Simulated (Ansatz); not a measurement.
# Cr2NOS MXene monolayer in a perpendicular field

What dipole does a perpendicular field induce in the Cr2NOS MXene monolayer? A positive field points along +c.

Main program and level: Ansatz 0.2.0; plane-wave DFT, PBE-D3(BJ), Ansatz PAW (set soft_1); PAW set soft_1.

**1. Starting point**

The cell holds 5 atoms: 1 S, 2 Cr, 1 N and 1 O. Cell: a = 2.764 Å, b = 2.764 Å, c = 40.790 Å, α = 90.0°, β = 90.0°, γ = 120.0°. Vacuum lies along c.

**2. Relaxing the slab**

The starting cell is a guess, so the in-plane lattice and the atoms are relaxed first, with the slab cut off from its images along the normal.

Input file input.yaml:

```yaml
crystal:
  lattice:
    - [2.764476, 0.0, 0.0]
    - [-1.382238, 2.3941064442, 0.0]
    - [0.0, 0.0, 40.7899742894]
  atoms:
    - { symbol: S, position: [0.3333333333, 0.6666666667, 0.4400591153] }
    - { symbol: Cr, position: [0.6666666667, 0.3333333333, 0.4806930076], spin: 2.0 }
    - { symbol: "N", position: [0.0, 0.0, 0.507434593] }
    - { symbol: Cr, position: [0.3333333333, 0.6666666667, 0.5341761783], spin: 2.0 }
    - { symbol: O, position: [0.6666666667, 0.3333333333, 0.5599408847] }
  periodic: [true, true, false]
magnetization:
  spin_polarized: true
kpoints:
  mp_grid: { grid: [12, 12, 1] }
hamiltonian:
  xc: pbe
  dispersion: d3bj
  pseudopotentials: { kind: paw, azcp: { folder: soft_1 } }
scf:
  occupations: { method: fermi_dirac, width: 0.05 }
  convergence: { dr2_threshold: 1.0e-09 }
relax:
  f_tol: 0.004
  max_steps: 90
  cell: {}
output:
  write_potential: true
  write_density: true
  volumetric_format: npy
```

Launch:

```console
ansatz run input.yaml --threads 2 --pin off --max-ram 3072MiB --backend cpu --events-out ev --progress --plain --runs-dir out
```

Numbers of over 12 decimals in the logs are rounded to 6 here.

Log:

```text
Warning: relax.cell: scf.convergence.dr2_threshold = 1e-9 eV is looser than the 2.25518465867e-10 eV advised for a relaxation that steers and ends on the stress (1e-10 eV for each atom of the cell: 5, times the square of relax.cell.stress_2d_tol = 0.05 N/m over 14.9 Å (the atoms' height at the walk's start and 5 Å past either face), 3.358e-2 GPa, over a crystal's default 0.05). What an SCF threshold leaves in a stress goes as its square root, and in the free energy as the threshold itself, and one threshold admits the most on a small cell: [figures from the program's tests cut] Set scf.convergence.dr2_threshold to 2.25518465867e-10 eV or tighter. [rest of the remark cut]
Engine: ansatz 0.2.0, aarch64-unknown-linux-gnu
Pseudopotentials: kind: paw
Pseudopotential: S, paw, valence charge 6, recommended cutoff 420 eV (normal), soft_1/S.paw.azcp
Pseudopotential: Cr, paw, valence charge 14, recommended cutoff 420 eV (normal), soft_1/Cr.paw.azcp
Pseudopotential: N, paw, valence charge 5, recommended cutoff 420 eV (normal), soft_1/N.paw.azcp
Pseudopotential: O, paw, valence charge 6, recommended cutoff 420 eV (normal), soft_1/O.paw.azcp
Functional definition: PBE
  parameter kappa = 0.804
  parameter beta = 0.066725
  exchange = pbe_x(kappa = kappa, mu = beta*pi^2/3)
  correlation = pbe_c(beta = beta)
Crystal: 5 atoms, lattice volume = 269.966 Å³
Basis set: ecut = 420 eV, 5297 PW (Γ), exchange–correlation on 40×40×576 points (8 copies of the dense FFT grid, shifted against one another)
Bands: 30, of which v1, the nominal top of the filled ones, is band 23 counted from 1 (22 counted from 0)
Symmetry: 6 space group operations
Space group: P3m1 (ITA 156), of the structure as read, at distance tolerance 6.5e-5 Å
Magnetic group: BNS 156.49 (UNI 1279), of the structure as read, at distance tolerance 6.5e-5 Å
k-points: 19 of 144 (time reversal used)
Non-local potential: S, projectors of the file, l = 0: 2, l = 1: 2, l = 2: 1
Non-local potential: Cr, projectors of the file, l = 0: 3, l = 1: 2, l = 2: 3, l = 3: 1
Non-local potential: N, projectors of the file, l = 0: 2, l = 1: 2, l = 2: 1
Non-local potential: O, projectors of the file, l = 0: 2, l = 1: 2, l = 2: 1
PAW form: soft (Blöchl's): semilocal exchange-correlation on the pseudo side does not see the compensation charge
PAW one-centre angular grid: S, 110 points (default); XC on 64 Gauss nodes
PAW one-centre angular grid: Cr, 590 points (default); XC on 64 Gauss nodes
PAW one-centre angular grid: N, 110 points (default); XC on 64 Gauss nodes
PAW one-centre angular grid: O, 110 points (default); XC on 64 Gauss nodes
Initial density: superposition of atomic densities (neutral atoms: chi_scale 0, normalization atom)
Starting moments: Σ|m| = 4 μB on 2 of 5 sites
Initial wavefunctions: pseudopotential atomic-orbital guess
Functional: x = pbe(κ = 0.804, μ = 0.219515), c = pbe(β = 0.066725)
SCF iter   1: F=—  HF=-8620.026565 eV  |F-HF|=—  |Δ(HF+E_count)|=         —  Δρ=6.34e-2 (↑6.34e-2 ↓4.93e-2)  dr2=3.69e1  dr2_m=3.90e-1  M=2.765 μB ∫|m|=2.993 μB  β_m=0.30  ethr=3.10e-3  ⟨swp⟩=19.5  Hψ=10656  notcnv=0
Mixer restart at iter 1: flushing history
preconditioner: auto → LDOS  [metal: Δε(μ)=0.026 eV  Ē_g=10.886 eV  σ=0.050 eV  W_gap=0.13  n_scr=26 (ndim 8)  ℏωp=12.2 eV  f_vac=0.792  D(μ)=3.21/eV (n_scr^D=18)]
spin=Collinear: LDOS preconditioning applied to the charge; magnetization (m = ρ↑ − ρ↓) channel mixes plain (no charge-response kernel on spin).
SCF iter   2: F=—  HF=-8614.099400 eV  |F-HF|=—  |Δ(HF+E_count)|=    5.93e0  Δρ=3.70e-2 (↑3.70e-2 ↓3.22e-2)  dr2=1.54e1  dr2_m=1.35e-1  M=2.835 μB ∫|m|=3.047 μB  β_m=0.52  ethr=3.10e-3  ⟨swp⟩=5.1  Hψ=3732  notcnv=0  defer=49
SCF iter   3: F=—  HF=-8610.945101 eV  |F-HF|=—  |Δ(HF+E_count)|=    3.15e0  Δρ=7.55e-3 (↑7.55e-3 ↓6.79e-3)  dr2=1.07e0  dr2_m=3.25e-2  M=2.761 μB ∫|m|=2.949 μB  β_m=0.54  ethr=3.10e-3  ⟨swp⟩=4.7  Hψ=3714  notcnv=0  defer=39
SCF iter   4: F=—  HF=-8610.924157 eV  |F-HF|=—  |Δ(HF+E_count)|=   2.09e-2  Δρ=4.52e-3 (↑4.52e-3 ↓4.46e-3)  dr2=2.83e-1  dr2_m=2.33e-2  M=2.716 μB ∫|m|=2.903 μB  β_m=0.77  ethr=2.37e-3  ⟨swp⟩=3.0  Hψ=1925  notcnv=0  defer=33
SCF iter   5: F=—  HF=-8611.063466 eV  |F-HF|=—  |Δ(HF+E_count)|=         —  Δρ=1.20e-2 (↑1.20e-2 ↓9.83e-3)  dr2=7.37e-2  dr2_m=2.94e-1  M=2.426 μB ∫|m|=2.591 μB  β_m=0.77  ethr=6.29e-4  ⟨swp⟩=3.3  Hψ=2226  notcnv=0  defer=33
SCF iter   6: F=—  HF=-8611.043539 eV  |F-HF|=—  |Δ(HF+E_count)|=   1.99e-2  Δρ=6.00e-3 (↑5.53e-3 ↓6.00e-3)  dr2=1.39e-2  dr2_m=8.12e-2  M=2.278 μB ∫|m|=2.438 μB  β_m=0.88  ethr=1.64e-4  ⟨swp⟩=3.6  Hψ=2707  notcnv=0  defer=33
SCF iter   7: F=—  HF=-8611.052501 eV  |F-HF|=—  |Δ(HF+E_count)|=   8.96e-3  Δρ=4.42e-3 (↑4.42e-3 ↓2.82e-3)  dr2=1.35e-2  dr2_m=3.14e-2  M=1.980 μB ∫|m|=2.168 μB  β_m=0.91  ethr=3.09e-5  ⟨swp⟩=3.7  Hψ=3030  notcnv=0  defer=31
SCF iter   8: F=—  HF=-8611.054342 eV  |F-HF|=—  |Δ(HF+E_count)|=   1.84e-3  Δρ=1.95e-3 (↑1.95e-3 ↓1.79e-3)  dr2=9.47e-2  dr2_m=3.08e-3  M=1.637 μB ∫|m|=2.287 μB  β_m=0.93  ethr=2.99e-5  ⟨swp⟩=3.5  Hψ=3002  notcnv=0  defer=31
SCF iter   9: F=—  HF=-8611.048561 eV  |F-HF|=—  |Δ(HF+E_count)|=   5.78e-3  Δρ=3.35e-3 (↑3.35e-3 ↓2.46e-3)  dr2=2.01e-2  dr2_m=1.99e-2  M=1.422 μB ∫|m|=2.550 μB  β_m=0.77  ethr=2.99e-5  ⟨swp⟩=3.7  Hψ=3013  notcnv=0  defer=30
SCF iter  10: F=—  HF=-8611.048658 eV  |F-HF|=—  |Δ(HF+E_count)|=   9.74e-5  Δρ=1.54e-4 (↑1.54e-4 ↓1.19e-4)  dr2=4.52e-4  dr2_m=2.18e-5  M=1.712 μB ∫|m|=2.274 μB  β_m=0.68  ethr=2.99e-5  ⟨swp⟩=2.8  Hψ=2580  notcnv=0  defer=30
SCF iter  11: F=—  HF=-8611.048598 eV  |F-HF|=—  |Δ(HF+E_count)|=   5.98e-5  Δρ=1.98e-4 (↑1.69e-4 ↓1.98e-4)  dr2=2.12e-5  dr2_m=8.02e-5  M=1.730 μB ∫|m|=2.262 μB  β_m=0.81  ethr=1.00e-6  ⟨swp⟩=3.6  Hψ=2704  notcnv=0  defer=30
SCF iter  12: F=—  HF=-8611.048603 eV  |F-HF|=—  |Δ(HF+E_count)|=   4.77e-6  Δρ=5.14e-5 (↑4.48e-5 ↓5.14e-5)  dr2=3.09e-6  dr2_m=5.48e-6  M=1.713 μB ∫|m|=2.279 μB  β_m=0.90  ethr=4.71e-8  ⟨swp⟩=3.8  Hψ=2818  notcnv=0  defer=30
SCF iter  13: F=—  HF=-8611.048604 eV  |F-HF|=—  |Δ(HF+E_count)|=   8.33e-7  Δρ=1.06e-5 (↑1.02e-5 ↓1.06e-5)  dr2=2.57e-7  dr2_m=2.07e-7  M=1.716 μB ∫|m|=2.276 μB  β_m=0.93  ethr=6.87e-9  ⟨swp⟩=3.2  Hψ=2436  notcnv=0  defer=30
SCF iter  14: F=—  HF=-8611.048604 eV  |F-HF|=—  |Δ(HF+E_count)|=   1.25e-7  Δρ=3.38e-6 (↑3.38e-6 ↓2.85e-6)  dr2=4.94e-8  dr2_m=1.80e-8  M=1.716 μB ∫|m|=2.276 μB  β_m=0.91  ethr=5.71e-10  ⟨swp⟩=3.4  Hψ=2682  notcnv=0  defer=30
[...]
relax step  12: F+E_penalty+E_count = -8611.90539319 eV  Δ(F+E_penalty+E_count) = -1.259e-3 eV  max|allowed force component| = 9.312e-3 eV/Å  Δτ_max = 0.0105 Å  P = +0.039 N/m  Ω = 316.491 Å³  energy of the carried Pulay correction = -8.398e-4 eV  fix = [c, alpha, beta]  reactions: c +0.000 N/m  (11 SCF iters, accepted)
relax step  13: F+E_penalty+E_count = -8611.90536922 eV  Δ(F+E_penalty+E_count) = +2.397e-5 eV  max|allowed force component| = 1.901e-3 eV/Å  Δτ_max = 0.0008 Å  P = -0.004 N/m  Ω = 316.586 Å³  energy of the carried Pulay correction = -8.725e-4 eV  fix = [c, alpha, beta]  reactions: c -0.000 N/m  (7 SCF iters, accepted)
Basis set: ecut = 420 eV, 5993 PW (Γ), exchange–correlation on 48×48×576 points (8 copies of the dense FFT grid, shifted against one another)
iter 1 solved again at ethr=3.94e-7 eV; its pass at ethr=3.10e-3 eV (dr2=1.77e-4 eV) is discarded
SCF iter   1: F=—  HF=-8611.900761 eV  |F-HF|=—  |Δ(HF+E_count)|=         —  Δρ=8.30e-5 (↑8.30e-5 ↓8.11e-5)  dr2=2.11e-6  dr2_m=8.06e-7  M=0.491 μB ∫|m|=4.771 μB  β_m=0.65  ethr=3.94e-7  ⟨swp⟩=6.0  Hψ=15148  notcnv=0
spin=Collinear: LDOS preconditioning applied to the charge; magnetization (m = ρ↑ − ρ↓) channel mixes plain (no charge-response kernel on spin).
SCF iter   2: F=—  HF=-8611.904941 eV  |F-HF|=—  |Δ(HF+E_count)|=   4.18e-3  Δρ=2.92e-5 (↑2.92e-5 ↓2.85e-5)  dr2=4.83e-7  dr2_m=9.79e-8  M=0.491 μB ∫|m|=4.771 μB  β_m=0.63  ethr=4.69e-9  ⟨swp⟩=4.4  Hψ=3115  notcnv=0
SCF iter   3: F=—  HF=-8611.906138 eV  |F-HF|=—  |Δ(HF+E_count)|=   1.20e-3  Δρ=3.02e-6 (↑2.98e-6 ↓3.02e-6)  dr2=6.01e-8  dr2_m=9.53e-10  M=0.491 μB ∫|m|=4.771 μB  β_m=0.56  ethr=1.07e-9  ⟨swp⟩=4.2  Hψ=2367  notcnv=0
SCF iter   4: F=—  HF=-8611.906228 eV  |F-HF|=—  |Δ(HF+E_count)|=   9.00e-5  Δρ=8.89e-7 (↑8.89e-7 ↓8.78e-7)  dr2=1.40e-8  dr2_m=6.64e-10  M=0.491 μB ∫|m|=4.771 μB  β_m=0.70  ethr=1.34e-10  ⟨swp⟩=4.2  Hψ=2580  notcnv=0
SCF iter   5: F=—  HF=-8611.906229 eV  |F-HF|=—  |Δ(HF+E_count)|=   2.63e-7  Δρ=4.41e-7 (↑4.10e-7 ↓4.41e-7)  dr2=1.81e-9  dr2_m=1.45e-10  M=0.491 μB ∫|m|=4.771 μB  β_m=0.85  ethr=3.11e-11  ⟨swp⟩=2.7  Hψ=1764  notcnv=0
SCF iter   6: F=—  HF=-8611.906230 eV  |F-HF|=—  |Δ(HF+E_count)|=   9.93e-7  Δρ=8.27e-8 (↑7.94e-8 ↓8.27e-8)  dr2=1.83e-10  dr2_m=7.52e-12  M=0.491 μB ∫|m|=4.771 μB  β_m=0.83  ethr=4.02e-12  ⟨swp⟩=3.4  Hψ=2286  notcnv=0
SCF iter   7: F=-8611.906230 eV  HF=-8611.906230 eV  |F-HF|=6.30e-9  |Δ(HF+E_count)|=   5.65e-9  Δρ=5.90e-8 (↑5.90e-8 ↓5.21e-8)  dr2=5.56e-11  dr2_m=3.24e-12  M=0.491 μB ∫|m|=4.771 μB  ethr=1.00e-12  ⟨swp⟩=11.8  Hψ=8549  notcnv=0
the starting moments were not kept: 1 of 2 ended reversed and 1 kept their direction, counting a site from 0.1 μB. The largest reversed, site 1 (counted from 0, in the order of the report's site_moments_mub), started with +2.0 μB and closes at -1.7e0 μB in its sphere.
SCF 14 converged in 7 iterations: F = -8611.906230 eV  dr2 = 5.56e-11
relax step  14: F+E_penalty+E_count = -8611.90622969 eV  Δ(F+E_penalty+E_count) = -8.605e-4 eV  max|allowed force component| = 1.849e-3 eV/Å  Δτ_max = 0.0000 Å  P = -0.002 N/m  Ω = 316.586 Å³  fix = [c, alpha, beta]  reactions: c -0.000 N/m  stress off target by 1.52e-3 N/m on what of the cell is left free  SCF on the basis re-selected at this cell (its energy is not comparable with the rows above)  (7 SCF iters)
basis re-selected at this cell: Δ(F+E_penalty+E_count) = -8.605e-4 eV, ΔP = +0.002 N/m vs the last step (what re-selecting the basis moved, of the pressure what is left beyond the Pulay correction that the steps carried, after the strain that the cell walked since its last selection, with what the two solves' SCF thresholds leave and, on support functions, any second-order correction that the steps lacked; it is no measure of the basis error at this ecutwfc). The dense FFT grid was sized anew with the basis: this SCF ran on 24×24×288 points, the steps before it on 20×20×288, so part of this shift can come from that change (see relax.cell in the input reference). [rest of the remark cut]
WARN: The output density's exchange-correlation potential varies sharply where the density is thin. Do not read a vacuum level from v_tot or v_xc, or from such a field of the output density. On a cell that repeats whose density bears no net charge and no dipole along the vacuum's axis use v_es (v_loc + v_h of the components); under efield.dipole_correction with no amplitude use v_es + v_field, which holds any externa [...]
SCF converged after 7 iterations
Magnetization: 0.4914 μB (22.7457 up, 22.2543 down)
Absolute magnetization: 4.7730 μB (∫|ρ↑−ρ↓|, with the PAW one-centre terms)
Spin contamination: 1.9166 ħ² per cell (⟨S²⟩ above its minimum at these occupations)
Per-site moments (μB) at R_I (Å): [(0.091732, 0.971502), (-1.711186, 0.818169), (0.034443, 0.818169), (1.991141, 0.798999), (-0.010124, 0.798999)]
Free energy (F): -8611.906230 eV
Harris-Foulkes:  -8611.906230 eV  (|F-HF|=6.30e-9)
Internal energy: -8611.875187 eV  (E = F + TS)
E sigma→0 (E₀):  -8611.890709 eV
Entropy (-TS):   -0.031042 eV (-6.208 meV/atom)
Fermi energy:    -6.048174 eV
--- Per-component energies (eV) ---
  E_band       = -1254.921486
  E_kinetic    = 1004.187779
  E_local      = -201871.380644  (includes V_loc(G=0)·N_el)
  E_nonlocal   = 211.199761
  E_hartree    = 100278.863445
  E_xc         = -450.387031
  E_vxc        = -542.628702  (∫ρ·V_xc dr)
  E_paw        = -3338.143883  (= ΣΔE_a)
  E_vpaw       = -614.028803  (= ΣTr[D̂ρ^β])
  E_aug_tail   = 0.003690  (compensation charges beyond the density's cutoff)
  E_ewald      = 95554.943103
  E_disp       = -1.161409  (pairwise vdW)
  E_smearing   = -0.031042  (= −TS)
  E_closure    = -0.000000  (closes the sum)
  Σ components = -8611.906230   (vs F -8611.906230, Δ=0.00e0)
--- Forces (eV/Å), atoms counted from 1 ---
  atom   1  S      0.00000000    -0.00000000     0.00005423
  atom   2  Cr    -0.00000000    -0.00000000     0.00105465
  atom   3  N      0.00000000     0.00000000    -0.00003608
  atom   4  Cr     0.00000000    -0.00000000     0.00077547
  atom   5  O      0.00000000    -0.00000000    -0.00184933
  max |Σ_I F_I| component: 1.06e-6 eV/Å
--- 2D stress c σ (N/m, compression-positive) ---
       -0.001520       0.000000      -0.000000
        0.000000      -0.001520       0.000000
       -0.000000       0.000000      -0.000000
  P = ½ c Tr σ = -0.0015 N/m
--- Band table (eV; the first three rows and the last of 38) ---
  k-point 0 ↑: bands = [... 19 lower, -7.6224, -6.2566, -5.8248, -5.8248, -5.1251, -5.1251, -4.4146, -3.7305, ... 3 higher]
  k-point 1 ↑: bands = [... 19 lower, -7.5967, -6.5956, -6.0391, -6.0156, -5.0687, -4.8979, -4.2152, -3.9318, ... 3 higher]
  k-point 2 ↑: bands = [... 19 lower, -7.5086, -7.2583, -6.3902, -6.0532, -5.1042, -4.5277, -4.2624, -3.8685, ... 3 higher]
  k-point 18 ↓: bands = [... 19 lower, -9.1122, -6.6971, -6.3968, -6.3528, -4.5557, -4.4407, -3.9211, -3.5034, ... 3 higher]
  the weakly bound empty levels are not read free of the cell's end (no_gap_told)
--- Relaxed structure (12 steps of the walk, 11 accepted, 2 SCFs on fresh bases) ---
  F+E_penalty+E_count = -8611.90622969 eV   max|allowed force component| = 1.849e-3 eV/Å   (the final SCF, on the basis selected at the relaxed cell)
  cell:  # Å, volume = 316.5857 Å³
    - [2.993668, 0, 0]
    - [-1.496834, 2.592592, 0]
    - [0, 0, 40.7899742894]
  atoms:
    - { symbol: S, position: [0.333333, 0.666667, 0.442468] }
    - { symbol: Cr, position: [0.666667, 0.333333, 0.481689] }
    - { symbol: N, position: [-5.964976607928391e-19, -1.1929953215853734e-18, 0.505543] }
    - { symbol: Cr, position: [0.333333, 0.666667, 0.535584] }
    - { symbol: O, position: [0.666667, 0.333333, 0.557020] }
```

It took 5.3 min on 2 threads of Arm Neoverse V1, shared host; peak memory 0.77 GiB; 10 min of CPU time.

Relaxation path:

| step | energy less that of the first step (eV) | largest force component (eV/Å) | volume (Å³) |
| --- | --- | --- | --- |
| 1 | 0.0000 | 2.6413 | 269.97 |
| 2 | -0.4588 | 1.3705 | 286.09 |
| 3 | -0.7744 | 0.6001 | 313.33 |
| 4 | -0.7963 | 0.3952 | 315.39 |
| 5 | -0.7877 | 0.8607 | 314.67 |
| 6 | -0.8091 | 0.1279 | 315.16 |
| 7 | -0.8118 | 0.1269 | 314.23 |
| 8 | -0.8127 | 0.0422 | 313.76 |
| 9 | -0.8128 | 0.0099 | 313.81 |
| 10 | -0.8128 | 0.0024 | 313.98 |
| 11* | -0.8555 | 0.0057 | 313.98 |
| 12 | -0.8568 | 0.0093 | 316.49 |
| 13 | -0.8568 | 0.0019 | 316.59 |
| 14* | -0.8576 | 0.0018 | 316.59 |

Relaxation steps marked * repeat the geometry before them on a plane-wave basis chosen anew for their cell, so energy and pressure can jump there. Relaxation step 5 was tried and not accepted.

The run keeps the 6 symmetry operations that it works with, so distortions that break them were not tested.

| cell as run | before | after | change |
| --- | --- | --- | --- |
| a (Å) | 2.764 | 2.994 | +8.3 % |
| b (Å) | 2.764 | 2.994 | +8.3 % |

The atoms that moved most (Å, along periodic axes as changes of fractional coordinates times the final cell, across vacuum about the mean position):

| atom | dx | dy | dz | length |
| --- | --- | --- | --- | --- |
| O5 | 0.000 | 0.000 | -0.119 | 0.119 |
| S1 | 0.000 | 0.000 | 0.098 | 0.098 |
| N3 | 0.000 | 0.000 | -0.077 | 0.077 |
| Cr4 | 0.000 | 0.000 | 0.057 | 0.057 |
| Cr2 | 0.000 | 0.000 | 0.041 | 0.041 |

The relaxed structure:

```xyz
5
Lattice="2.9937 0.0000 0.0000 -1.4968 2.5926 0.0000 0.0000 0.0000 40.7900" Properties=species:S:1:pos:R:3
S     0.0000    1.7284   18.0483
Cr    1.4968    0.8642   19.6481
N     0.0000    0.0000   20.6211
Cr    0.0000    1.7284   21.8465
O     1.4968    0.8642   22.7208
```

This step gave:

```yaml
energy_at_zero_smearing: -8611.8907 eV
total_moment: 0.4914 μB
site_moments: 0.09173, -1.711, 0.03444, 1.991, -0.01012 μB
```

Site moment by atom:

| atom | site moment (μB) |
| --- | --- |
| S1 | 0.09 |
| Cr2 | -1.71 |
| N3 | 0.03 |
| Cr4 | 1.99 |
| O5 | -0.01 |

The lattice constant a goes from 2.764 to 2.994 Å.

[end of part 1 of 2]

[Logs are printed without paths, hosts, clocks, repeated set-up lines and the standing remarks that a program may print on its own settings, such as how far it seeks lower states.]

[Hosts, paths, dates, database ids (printed as entryN), source tags and the programs' standing remarks are cut or masked in the printed files.]

[Maps of the electrostatic potential energy from Ansatz leave out the sawtooth potential of an applied field or a dipole correction, so their vacuum need not be flat; planar profiles and work functions include it.]
